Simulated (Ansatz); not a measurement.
# Random alloy of the bcc W-Ti line, x = 0.125 (64 atoms), relaxed: mesh and functional compared

After relaxation, how do forces and pressure change with k-mesh and functional?

Calculated with Ansatz 0.2.0: Kohn-Sham DFT, PBE, PAW (set soft_2), plane waves; cutoff 420 eV, k-mesh 2×2×3, fermi-dirac smearing of 0.1 eV.

**The cell**

The cell holds 64 atoms: 56 W and 8 Ti. Its edges and angles: a = 12.773 Å, b = 12.773 Å, c = 6.386 Å, α = 90.0°, β = 90.0°, γ = 90.0°. It derives from W (bcc W-Ti) and Ti, repeated 4×4×2. Bcc W-Ti: 64 atoms, 8 of 64 W sites given to Ti at random, cell and internal coordinates interpolated linearly between the end members (Vegard's rule); not relaxed, displaced by a Gaussian of 0.02 Å. Lattice constants are starting values near those of PBE.

Cell and atoms were relaxed with PBE. The walk converged after 4 steps by the program's count, with a largest force component of 0.00988 eV/Å; it began at an r.m.s. force component of 0.37 eV/Å. The edges went from 12.773, 12.773, 6.386 to 12.715, 12.717, 6.361 Å, and the volume from 16.279 to 16.071 Å³ an atom (-1.3 %).

The input of the reference single point:

```yaml
crystal:
  lattice:
    - [12.71465, 0.00081, -0.00197]
    - [0.00081, 12.71658, -0.00359]
    - [-0.00099, -0.0018, 6.36123]
  atoms:
    - { symbol: W, position: [0.00029, 0.99849, 0.00092] }
    - { symbol: W, position: [0.12482, 0.12588, 0.24932] }
    - { symbol: W, position: [0.9998, 0.99948, 0.50023] }
    - { symbol: Ti, position: [0.12505, 0.12433, 0.75091] }
    [... 58 atom lines left out ...]
    - { symbol: W, position: [0.75009, 0.75014, 0.49999] }
    - { symbol: W, position: [0.8742, 0.87578, 0.74984] }
kpoints:
  mp_grid: { grid: [2, 2, 3] }
hamiltonian:
  xc: pbe
scf:
  occupations: { method: fermi_dirac, width: 0.1 }
output:
  forces: true
  stress: true
  populations: true
  dos:
    method: { smearing: { sigma: 0.08 } }
    de: 0.05
    projected: { site_lists: { Ti: [Ti], W: [W] } }
  eigenvalues: true
  write_density: true
  write_potential: true
  volumetric_format: npy
```

**Levels of theory**

Single points at the relaxed geometry:

| functional | k-mesh | pressure (GPa) | r.m.s. force component (eV/Å) | SCF cycles | time |
| --- | --- | --- | --- | --- | --- |
| PBE | 2×2×3 | 0.00 | 0.003 | 7 | 12 s |
| PBE | 2×2×5 | 0.19 | 0.010 | 7 | 12 s |
| r2SCAN | 2×2×3 | -3.98 | 0.045 | 12 | 14 s |
| PBEsol | 2×2×3 | -8.11 | 0.021 | 7 | 7.9 s |

Cutoffs: 420 eV for PBE and PBEsol; 500 eV for r2SCAN.

**Findings**

Every run has partly filled levels at the Fermi energy, as in a metal. Against the reference the pressure changes with r2SCAN by -4.0 GPa and PBEsol by -8.1 GPa; a negative change means a smaller volume than PBE would take. The denser mesh moves the energy by +4.5 meV/atom and the pressure by +0.18 GPa.

Limits: All single points share the geometry relaxed with PBE. One random arrangement of the atoms on their sites. Spin–orbit coupling is left out, which matters for the levels of the heavy elements.

[Logs are printed without paths, hosts, clocks, repeated set-up lines and the standing remarks that a program may print on its own settings, such as how far it seeks lower states.]

[Hosts, paths, dates, database ids (printed as entryN), source tags and the programs' standing remarks are cut or masked in the printed files.]
